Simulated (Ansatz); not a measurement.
**Convergence of a linear-scaling basis for 1T-TiS2 zigzag nanoribbon, bare edges (92 atoms)**

Aim: test how closely localised support functions follow the reference on 1T-TiS2 zigzag nanoribbon, bare edges (92 atoms), and at what cost. A setting counts as converged where the r.m.s. difference of forces stays under 1 % of the r.m.s. force.

Method: Kohn-Sham DFT, PBE, PAW (set soft_2), plane waves, in Ansatz 0.2.0.

**1. The structure**

The cell holds 92 atoms: 32 Ti and 60 S. Its edges and angles: a = 13.640 Å, b = 33.656 Å, c = 14.860 Å, α = 90.0°, β = 90.0°, γ = 90.0°. It derives from TiS2 (1T-TiS2). 1T-TiS2 (a = 3.41 Å), rectangular cell with x along the zigzag direction; strip nominally 22 Å wide, 4 periods, 12 Å of vacuum; not relaxed, displaced by a Gaussian of 0.02 Å. Vacuum lies along b and c. The structure repeats along a.

Before any run, some limits are plain. Beside vacuum, support functions can miss their usual error bounds without a warning. The main run has no spin polarisation, so moments on Ti can't form in it, and no Hubbard term. The Brillouin zone is sampled at Γ only, in a cell whose periodic width is 14 Å.

**2. Plane-wave single point**

The first run fixes the reference, at a cutoff of 420 eV.

The input, input.yaml:

```yaml
crystal:
  lattice:
    - [13.64, 0.0, 0.0]
    - [0.0, 33.65641, 0.0]
    - [0.0, 0.0, 14.86]
  atoms:
    - { symbol: Ti, position: [0.00036, 0.17871, 0.49998] }
    - { symbol: S, position: [0.00205, 0.23638, 0.59595] }
    - { symbol: S, position: [0.12261, 0.20684, 0.40503] }
    - { symbol: Ti, position: [0.12723, 0.26612, 0.50124] }
    - { symbol: S, position: [0.12726, 0.32491, 0.59628] }
    - { symbol: S, position: [0.00031, 0.29498, 0.40501] }
    - { symbol: Ti, position: [0.99961, 0.35391, 0.49967] }
    - { symbol: S, position: [0.99955, 0.41253, 0.59481] }
    - { symbol: S, position: [0.12473, 0.3832, 0.40304] }
    - { symbol: Ti, position: [0.12667, 0.442, 0.50025] }
    - { symbol: S, position: [0.12555, 0.49932, 0.59408] }
    - { symbol: S, position: [0.99956, 0.47167, 0.40559] }
    - { symbol: Ti, position: [0.00086, 0.5299, 0.50025] }
    - { symbol: S, position: [0.99808, 0.58767, 0.59695] }
    - { symbol: S, position: [0.12443, 0.55827, 0.40657] }
    - { symbol: Ti, position: [0.12512, 0.61744, 0.4994] }
    - { symbol: S, position: [0.12535, 0.67617, 0.59599] }
    - { symbol: S, position: [0.99696, 0.64644, 0.40268] }
    - { symbol: Ti, position: [0.00094, 0.70517, 0.49752] }
    - { symbol: S, position: [0.99873, 0.76286, 0.59428] }
    - { symbol: S, position: [0.12628, 0.73399, 0.40351] }
    - { symbol: Ti, position: [0.12354, 0.79257, 0.49876] }
    - { symbol: S, position: [0.00065, 0.82104, 0.40204] }
    - { symbol: Ti, position: [0.2504, 0.1778, 0.50048] }
    - { symbol: S, position: [0.2489, 0.23736, 0.59701] }
    - { symbol: S, position: [0.37407, 0.20852, 0.40386] }
    - { symbol: Ti, position: [0.37337, 0.26537, 0.50017] }
    - { symbol: S, position: [0.37236, 0.32446, 0.59594] }
    - { symbol: S, position: [0.24694, 0.29597, 0.40451] }
    - { symbol: Ti, position: [0.24888, 0.35474, 0.49887] }
    - { symbol: S, position: [0.25103, 0.41072, 0.59602] }
    - { symbol: S, position: [0.37546, 0.38268, 0.40216] }
    - { symbol: Ti, position: [0.37642, 0.4419, 0.50012] }
    - { symbol: S, position: [0.37488, 0.49948, 0.59313] }
    - { symbol: S, position: [0.25227, 0.4711, 0.40339] }
    - { symbol: Ti, position: [0.24953, 0.53, 0.49925] }
    - { symbol: S, position: [0.25115, 0.58799, 0.59733] }
    - { symbol: S, position: [0.37429, 0.55776, 0.40529] }
    - { symbol: Ti, position: [0.37374, 0.61771, 0.50237] }
    - { symbol: S, position: [0.37453, 0.67545, 0.59869] }
    - { symbol: S, position: [0.25238, 0.64581, 0.40561] }
    - { symbol: Ti, position: [0.25021, 0.70393, 0.50067] }
    - { symbol: S, position: [0.2471, 0.76285, 0.59444] }
    - { symbol: S, position: [0.37517, 0.73351, 0.40464] }
    - { symbol: Ti, position: [0.37553, 0.79276, 0.50149] }
    - { symbol: S, position: [0.25011, 0.8228, 0.40473] }
    - { symbol: Ti, position: [0.49878, 0.1782, 0.50055] }
    - { symbol: S, position: [0.50048, 0.23647, 0.59743] }
    - { symbol: S, position: [0.62168, 0.20788, 0.40456] }
    - { symbol: Ti, position: [0.6257, 0.26687, 0.50139] }
    - { symbol: S, position: [0.62565, 0.32431, 0.5949] }
    - { symbol: S, position: [0.50037, 0.29549, 0.40388] }
    - { symbol: Ti, position: [0.49968, 0.35354, 0.5026] }
    - { symbol: S, position: [0.49805, 0.41261, 0.59734] }
    - { symbol: S, position: [0.62516, 0.3829, 0.40413] }
    - { symbol: Ti, position: [0.62438, 0.44159, 0.49867] }
    - { symbol: S, position: [0.62499, 0.49975, 0.59708] }
    - { symbol: S, position: [0.49956, 0.47136, 0.40245] }
    - { symbol: Ti, position: [0.50024, 0.52993, 0.50059] }
    - { symbol: S, position: [0.50209, 0.58756, 0.59946] }
    - { symbol: S, position: [0.62562, 0.55864, 0.40344] }
    - { symbol: Ti, position: [0.62321, 0.61718, 0.49957] }
    - { symbol: S, position: [0.6248, 0.67575, 0.59855] }
    - { symbol: S, position: [0.49948, 0.646, 0.40473] }
    - { symbol: Ti, position: [0.50049, 0.70401, 0.5015] }
    - { symbol: S, position: [0.49775, 0.76339, 0.59688] }
    - { symbol: S, position: [0.62768, 0.73512, 0.40298] }
    - { symbol: Ti, position: [0.62658, 0.7922, 0.49863] }
    - { symbol: S, position: [0.50218, 0.8218, 0.40249] }
    - { symbol: Ti, position: [0.75062, 0.17725, 0.49809] }
    - { symbol: S, position: [0.74875, 0.2374, 0.59653] }
    - { symbol: S, position: [0.87434, 0.20697, 0.40393] }
    - { symbol: Ti, position: [0.87517, 0.26605, 0.49957] }
    - { symbol: S, position: [0.87708, 0.325, 0.59438] }
    - { symbol: S, position: [0.74948, 0.29589, 0.40484] }
    - { symbol: Ti, position: [0.75015, 0.35355, 0.49848] }
    - { symbol: S, position: [0.75255, 0.41234, 0.59463] }
    - { symbol: S, position: [0.87379, 0.3822, 0.40655] }
    [... 8 atom lines left out ...]
    - { symbol: S, position: [0.7518, 0.64565, 0.4029] }
    - { symbol: Ti, position: [0.74968, 0.7047, 0.50122] }
    - { symbol: S, position: [0.75012, 0.76307, 0.59523] }
    - { symbol: S, position: [0.8766, 0.73452, 0.40371] }
    - { symbol: Ti, position: [0.87457, 0.792, 0.50072] }
    - { symbol: S, position: [0.75018, 0.82126, 0.40362] }
kpoints:
  mp_grid: { grid: [1, 1, 1] }
hamiltonian:
  xc: pbe
scf:
  occupations: { method: gaussian, width: 0.05 }
output:
  forces: true
  populations: true
  dos:
    method: { smearing: { sigma: 0.08 } }
    de: 0.1
    projected: { site_lists: { S: [S], Ti: [Ti] } }
  eigenvalues: true
  write_density: true
  write_potential: true
  volumetric_format: npy
```

Run with:

```
> ansatz run input.yaml --threads 8 --pin off --max-ram 15872MiB --backend cpu --events-out ev --progress --plain --runs-dir out
```

Numbers of over 12 decimals in the logs are rounded to 6 here.

Log:

```text
Engine: ansatz 0.2.0, aarch64-unknown-linux-gnu
Pseudopotentials: kind: paw
Pseudopotential: Ti, paw, valence charge 12, recommended cutoff 420 eV (normal), Ti.paw.azcp
Pseudopotential: S, paw, valence charge 6, recommended cutoff 420 eV (normal), S.paw.azcp
[... 5 lines on functional and potentials left out ...]
Crystal: 92 atoms, lattice volume = 6821.831 Å³
Basis set: ecut = 420 eV, 133337 PW (Γ), exchange–correlation on 192×450×200 points (8 copies of the dense FFT grid, shifted against one another)
Bands: 464, of which v1, the nominal top of the filled ones, is band 372 counted from 1 (371 counted from 0)
Symmetry: 1 space group operations
Space group: P1 (ITA 1), of the structure as read, at distance tolerance 1.9e-4 Å
k-points: 1
[... 5 lines on functional and potentials left out ...]
Initial density: superposition of atomic densities (neutral atoms: chi_scale 0, normalization atom), corrected by the library's trained network
Initial wavefunctions: pseudopotential atomic-orbital guess
Functional: x = pbe(κ = 0.804, μ = 0.219515), c = pbe(β = 0.066725)
SCF iter   1: F=—  HF=-134220.710055 eV  |F-HF|=—  |Δ(HF+E_count)|=         —  Δρ=1.53e-2  dr2=2.41e2  ethr=1.77e-3  ⟨swp⟩=8.0  Hψ=2155  notcnv=0
preconditioner: auto → LDOS  [insulator: Δε(μ)=0.134 eV  Ē_g=6.277 eV  σ=0.050 eV  W_gap=0.94  n_scr=764 (ndim 8)  ℏωp=9.9 eV  f_vac=0.682  D(μ)=10.34/eV (n_scr^D=16)  ε∞_Penn≈3.5  β→1.0]
SCF iter   2: F=—  HF=-134220.937610 eV  |F-HF|=—  |Δ(HF+E_count)|=   2.28e-1  Δρ=1.78e-2  dr2=2.03e2  ethr=1.77e-3  ⟨swp⟩=2.0  Hψ=548  notcnv=0  defer=73
SCF iter   3: F=—  HF=-134219.048181 eV  |F-HF|=—  |Δ(HF+E_count)|=    1.89e0  Δρ=1.01e-2  dr2=5.84e1  ethr=1.77e-3  ⟨swp⟩=2.0  Hψ=545  notcnv=0  defer=71
SCF iter   4: F=—  HF=-134217.601071 eV  |F-HF|=—  |Δ(HF+E_count)|=    1.45e0  Δρ=3.74e-3  dr2=7.74e0  ethr=1.77e-3  ⟨swp⟩=2.0  Hψ=1003  notcnv=0  defer=17
SCF iter   5: F=—  HF=-134217.450647 eV  |F-HF|=—  |Δ(HF+E_count)|=   1.50e-1  Δρ=1.91e-3  dr2=8.60e-1  ethr=1.04e-3  ⟨swp⟩=2.0  Hψ=386  notcnv=0  defer=46
SCF iter   6: F=—  HF=-134217.410719 eV  |F-HF|=—  |Δ(HF+E_count)|=   3.99e-2  Δρ=8.31e-4  dr2=1.94e-1  ethr=1.16e-4  ⟨swp⟩=2.0  Hψ=747  notcnv=0  defer=67
SCF iter   7: F=—  HF=-134217.404634 eV  |F-HF|=—  |Δ(HF+E_count)|=   6.08e-3  Δρ=5.22e-4  dr2=1.37e-1  ethr=2.61e-5  ⟨swp⟩=2.0  Hψ=462  notcnv=0  defer=67
SCF iter   8: F=—  HF=-134217.402544 eV  |F-HF|=—  |Δ(HF+E_count)|=   2.09e-3  Δρ=2.17e-4  dr2=2.18e-2  ethr=1.84e-5  ⟨swp⟩=2.0  Hψ=398  notcnv=0  defer=67
SCF iter   9: F=—  HF=-134217.402065 eV  |F-HF|=—  |Δ(HF+E_count)|=   4.79e-4  Δρ=1.08e-4  dr2=4.35e-3  ethr=2.93e-6  ⟨swp⟩=2.0  Hψ=639  notcnv=0  defer=67
SCF iter  10: F=—  HF=-134217.401971 eV  |F-HF|=—  |Δ(HF+E_count)|=   9.35e-5  Δρ=7.33e-5  dr2=1.12e-3  ethr=5.85e-7  ⟨swp⟩=2.0  Hψ=519  notcnv=0  defer=67
SCF iter  11: F=—  HF=-134217.401989 eV  |F-HF|=—  |Δ(HF+E_count)|=   1.78e-5  Δρ=2.85e-5  dr2=1.66e-4  ethr=1.51e-7  ⟨swp⟩=2.0  Hψ=591  notcnv=0  defer=67
SCF iter  12: F=—  HF=-134217.402004 eV  |F-HF|=—  |Δ(HF+E_count)|=   1.47e-5  Δρ=1.25e-5  dr2=2.91e-5  ethr=2.23e-8  ⟨swp⟩=3.0  Hψ=530  notcnv=0  defer=67
SCF iter  13: F=—  HF=-134217.401693 eV  |F-HF|=—  |Δ(HF+E_count)|=   3.11e-4  Δρ=5.66e-6  dr2=5.14e-6  ethr=3.92e-9  ⟨swp⟩=2.0  Hψ=585  notcnv=0  defer=67
SCF iter  14: F=—  HF=-134217.401695 eV  |F-HF|=—  |Δ(HF+E_count)|=   2.10e-6  Δρ=2.42e-6  dr2=9.58e-7  ethr=6.90e-10  ⟨swp⟩=2.0  Hψ=646  notcnv=0  defer=67
SCF iter  15: F=—  HF=-134217.401696 eV  |F-HF|=—  |Δ(HF+E_count)|=   8.12e-7  Δρ=1.26e-6  dr2=2.80e-7  ethr=1.29e-10  ⟨swp⟩=2.0  Hψ=518  notcnv=0  defer=67
SCF iter  16: F=-134217.401696 eV  HF=-134217.401696 eV  |F-HF|=6.69e-8  |Δ(HF+E_count)|=   3.27e-7  Δρ=5.92e-7  dr2=5.70e-8  ethr=1.34e-11  ⟨swp⟩=21.0  Hψ=3714  notcnv=0
SCF 1 converged in 16 iterations: F = -134217.401696 eV  dr2 = 5.70e-8
  greatest PAW one-centre occupation: 0.999 electrons in one spin orbital (limit 2), on the Ti atom at site 84 (counted from 0), in its partial waves of l = 0
WARN: The output density's exchange-correlation potential varies sharply where the density is thin. Do not read a vacuum level from v_tot or v_xc, or from such a field of the output density. On a cell that repeats whose density bears no net charge and no dipole along the vacuum's axis use v_es (v_loc + v_h of the components); [...]
SCF converged after 16 iterations
Free energy (F): -134217.401696 eV
Harris-Foulkes:  -134217.401696 eV  (|F-HF|=6.69e-8)
Internal energy: -134217.343606 eV  (E = F + TS)
E sigma→0 (E₀):  -134217.372651 eV
Entropy (-TS):   -0.058090 eV (-0.631 meV/atom)
Fermi energy:    -1.707458 eV
--- Per-component energies (eV) ---
  E_band       = -13991.536819
  E_kinetic    = 15056.659102
  E_local      = -375941.061281  (includes V_loc(G=0)·N_el)
  E_nonlocal   = 1912.048995
  E_hartree    = 179910.265438
  E_xc         = -8938.827612
  E_vxc        = -9136.258354  (∫ρ·V_xc dr)
  E_paw        = -69503.262492  (= ΣΔE_a)
  E_vpaw       = -5703.439558  (= ΣTr[D̂ρ^β])
  E_aug_tail   = 0.004252  (compensation charges beyond the density's cutoff)
  E_ewald      = 123286.829993
  E_smearing   = -0.058090  (= −TS)
  E_closure    = -0.000000  (closes the sum)
  Σ components = -134217.401696   (vs F -134217.401696, Δ=0.00e0)
--- Forces (eV/Å), atoms counted from 1 ---
  atom   1  Ti     0.01858172     2.47047060    -0.17391248
  atom   2  S     -0.26972752    -1.61035397    -0.08642956
  atom   3  S      0.14946894    -1.31302929     0.46660383
  atom   4  Ti    -0.06367102     1.17946619    -0.27197420
  atom   5  S     -0.24711235    -0.41485634     0.01301390
  atom   6  S     -0.07564364    -0.25711441    -0.09075607
  atom   7  Ti     0.26780433     0.19192817     0.04392231
  atom   8  S      0.14325836    -0.17030248    -0.01570398
  atom   9  S     -0.02520974    -0.01179285     0.01398804
  atom  10  Ti    -0.13719440    -0.05133850    -0.19942306
  atom  11  S     -0.00457787     0.11787544     0.28364890
  atom  12  S      0.14016221    -0.19952139    -0.10047860
  atom  13  Ti    -0.21075240    -0.27735588     0.10675160
  atom  14  S      0.33366982     0.05079957    -0.04946751
[...]
atom  91  Ti     0.14419899    -0.30203861    -2.50830987
  atom  92  S      0.02461388    -0.22254416     1.61151282
  max |Σ_I F_I| component: 1.11e-4 eV/Å
--- Band table (eV) ---
  k-point 0: bands = ["-59.5520", "-59.5418", "-59.5161", "-59.5124", [... 448 levels ...], "-0.0497", "-0.0345", "-0.0233", "-0.0180", "-0.0096", "-0.0065", "0.0039", "0.0121", "0.0251", "0.0458", "0.0529", "0.0560"]
--- Löwdin populations: 92 sites ---
  site symbol       q [e]
     0     Ti     11.3594
     1      S      6.3700
     2      S      6.3258
[...]
91      S      6.3804
  spilling = 0.006615 (of n_electrons = 744.000000)
```

Wall time 80 s (8 threads of Arm Neoverse V2, shared host); peak memory 8 GiB; 10 min of CPU time.

In the SCF lines HF is the Harris–Foulkes energy and dr2 the Hartree energy of the density residual, in eV; the loop may stop once dr2 is under the threshold and the program's other checks hold. Hψ counts applications of the Hamiltonian.

The program notes that the exchange-correlation potential is rough where the density is thin.

Numbers from this run:

- free energy: -134217.4017 eV
- free energy per atom: -1458.8848 eV/atom
- SCF cycles: 16
- r.m.s. force component: 0.6136 eV/Å
- longest force: 2.97 eV/Å
- Fermi energy: -1.707 eV
- levels partly filled by over 2 per cent: 3
- spilling of the projection: 0.006615

The r.m.s. force component of 0.61 eV/Å sets the scale for the differences below.

**3. Support functions low**

With localised support functions most steps grow linearly with size, though the diagonalisation grows faster unless the density matrix is cut; this run measures error and cost at this size.

This step: Kohn-Sham DFT, PBE, PAW (set soft_2), localised support functions (low) (Ansatz 0.2.0).

input.yaml, the sections that differ from step 2:

```yaml
scf:
  occupations: { method: gaussian, width: 0.05 }
  eigensolver: { kind: { support_functions: { accuracy: low } } }
  mixing: { beta: 0.2 }
  max_iter: 150
output:
  forces: true
  eigenvalues: true
# crystal, kpoints, hamiltonian: as in step 2
```

Log:

```text
Warning: scf.eigensolver.kind.support_functions: disabling space-group detection — the functions' gradient is summed over unrotated k-points, so no spatial operation reduces the k-mesh or symmetrises the density; time reversal is kept, so that k and −k are solved as one point where they differ and the mesh holds both, and exact exchange and, on two spinor components, a DFT+U term hold to it where the run has them: [...]
settings of this run that can trade accuracy for cost: scf.eigensolver.kind.support_functions; scf.eigensolver.kind.support_functions.accuracy: low [...]
[...]
Crystal: 92 atoms, lattice volume = 6821.831 Å³
Basis set: ecut = 420 eV, 133337 PW (Γ), exchange–correlation on 192×450×200 points (8 copies of the dense FFT grid, shifted against one another)
Bands: 447, of which v1, the nominal top of the filled ones, is band 372 counted from 1 (371 counted from 0)
Symmetry: 1 space group operations
k-points: 1
[...]
SCF iter   1: F=—  HF=-134227.930742 eV  |F-HF|=—  |Δ(HF+E_count)|=         —  Δρ=3.39e-2  dr2=2.84e2  ethr=1.00e-1
[...]
SCF iter  31: F=-134217.455035 eV  HF=-134217.454635 eV  |F-HF|=4.00e-4  |Δ(HF+E_count)|=   2.65e-4  Δρ=1.10e-5  dr2=1.63e-5  ethr=3.67e-9
SCF 1 converged in 31 iterations: F = -134217.458413 eV  dr2 = 1.63e-5
[...]
SCF converged after 31 iterations
Stability not checked: this state was not tested for a lower state beside it, because the mixer in use, unlike msr1, does not test its closes by its own steps (another_mixer; see scf.mixing.algorithm and scf.lower_state_search)
Free energy (F): -134217.458413 eV
[...]
Internal energy: -134217.400361 eV  (E = F + TS)
E sigma→0 (E₀):  -134217.429387 eV
Entropy (-TS):   -0.058053 eV (-0.631 meV/atom)
Fermi energy:    -1.708748 eV
[...]
--- Forces (eV/Å), atoms counted from 1 ---
  atom   1  Ti     0.01890034     2.47077594    -0.17381117
  atom   2  S     -0.26967598    -1.61021856    -0.08725874
  atom   3  S      0.14935942    -1.31253026     0.46728195
  atom   4  Ti    -0.06436516     1.17886502    -0.27178878
  atom   5  S     -0.24713094    -0.41492319     0.01192645
  atom   6  S     -0.07566618    -0.25689944    -0.08969489
  atom   7  Ti     0.26780292     0.19244045     0.04391227
  atom   8  S      0.14323816    -0.17052843    -0.01652561
  atom   9  S     -0.02517732    -0.01180636     0.01504106
  atom  10  Ti    -0.13784535    -0.05034312    -0.19955145
  atom  11  S     -0.00459421     0.11777605     0.28265042
  atom  12  S      0.14012907    -0.19941883    -0.09966402
  atom  13  Ti    -0.21053502    -0.27712779     0.10668872
  atom  14  S      0.33363591     0.05072045    -0.05040807
[...]
atom  91  Ti     0.14431023    -0.30236054    -2.50851893
  atom  92  S      0.02460460    -0.22302303     1.61192990
  max |Σ_I F_I| component: 2.59e-3 eV/Å
--- Band table (eV) ---
[...]
```

It took 3.5 min on 8 threads; peak memory 6.5 GiB.

The program notes that the band table was not solved further than the SCF left it and it switched symmetry off. Further notices: vacuum switching off with vacuum.

Keys that differ from the reference: support_functions.accuracy = "low", scf.max_iter = 150 and scf.mixing.beta = 0.2.

Forces differ from the reference by 0.51 meV/Å r.m.s., 0.083 % of their size, well within a tolerance of 1 %; the energy by -0.62 meV/atom. It took 3.5 min and 31 cycles; the reference's time can't be set against it, since the two runs asked for unlike analyses.

**4. Support functions medium**

The cell is solved in localised support functions.

This step: Kohn-Sham DFT, PBE, PAW (set soft_2), localised support functions (medium) (Ansatz 0.2.0).

input.yaml, the sections that differ from step 3:

```yaml
scf:
  occupations: { method: gaussian, width: 0.05 }
  eigensolver: { kind: { support_functions: { accuracy: medium } } }
  mixing: { beta: 0.2 }
  max_iter: 150
# crystal, kpoints, hamiltonian, output: as in step 3
```

Log:

```text
[...]
Crystal: 92 atoms, lattice volume = 6821.831 Å³
Basis set: ecut = 420 eV, 133337 PW (Γ), exchange–correlation on 192×450×200 points (8 copies of the dense FFT grid, shifted against one another)
Bands: 447, of which v1, the nominal top of the filled ones, is band 372 counted from 1 (371 counted from 0)
Symmetry: 1 space group operations
k-points: 1
[...]
SCF iter   1: F=—  HF=-134227.741680 eV  |F-HF|=—  |Δ(HF+E_count)|=         —  Δρ=3.39e-2  dr2=2.84e2  ethr=1.00e-1
[...]
SCF iter  36: F=-134217.455623 eV  HF=-134217.455551 eV  |F-HF|=7.11e-5  |Δ(HF+E_count)|=   2.10e-5  Δρ=3.11e-6  dr2=1.44e-6  ethr=2.80e-10
SCF 1 converged in 36 iterations: F = -134217.458418 eV  dr2 = 1.44e-6
[...]
SCF converged after 36 iterations
[...]
Free energy (F): -134217.458418 eV
[...]
Internal energy: -134217.400371 eV  (E = F + TS)
E sigma→0 (E₀):  -134217.429394 eV
Entropy (-TS):   -0.058046 eV (-0.631 meV/atom)
Fermi energy:    -1.707942 eV
[...]
--- Forces (eV/Å), atoms counted from 1 ---
  atom   1  Ti     0.01874806     2.47139231    -0.17395654
  atom   2  S     -0.26968644    -1.61022065    -0.08734416
  atom   3  S      0.14945315    -1.31268511     0.46724412
  atom   4  Ti    -0.06440118     1.17881249    -0.27184780
  atom   5  S     -0.24710597    -0.41493039     0.01194363
  atom   6  S     -0.07566658    -0.25691992    -0.08968038
  atom   7  Ti     0.26779778     0.19237774     0.04394071
  atom   8  S      0.14326523    -0.17050053    -0.01652515
  atom   9  S     -0.02516751    -0.01175712     0.01503956
  atom  10  Ti    -0.13789958    -0.05046399    -0.19951604
  atom  11  S     -0.00458138     0.11779805     0.28273741
  atom  12  S      0.14014437    -0.19942224    -0.09968590
  atom  13  Ti    -0.21057183    -0.27721763     0.10675103
  atom  14  S      0.33360625     0.05074398    -0.05043631
[...]
atom  91  Ti     0.14428761    -0.30238195    -2.50864041
  atom  92  S      0.02460243    -0.22305889     1.61205074
  max |Σ_I F_I| component: 6.37e-4 eV/Å
--- Band table (eV) ---
[...]
```

Elapsed: 4 min, on 8 threads; peak memory 6.7 GiB.

Keys that differ from the reference: support_functions.accuracy = "medium", scf.max_iter = 150 and scf.mixing.beta = 0.2.

Forces differ from the reference by 0.5 meV/Å r.m.s., 0.082 % of their size, well within a tolerance of 1 %; the energy by -0.62 meV/atom. It took 4 min and 36 cycles; the reference's time can't be set against it, since the two runs asked for unlike analyses.

(Part 1 of 2 ends here.)

[Logs are printed without paths, hosts, clocks, repeated set-up lines and the standing remarks that a program may print on its own settings, such as how far it seeks lower states.]

[Hosts, paths, dates, database ids (printed as entryN), source tags and the programs' standing remarks are cut or masked in the printed files.]
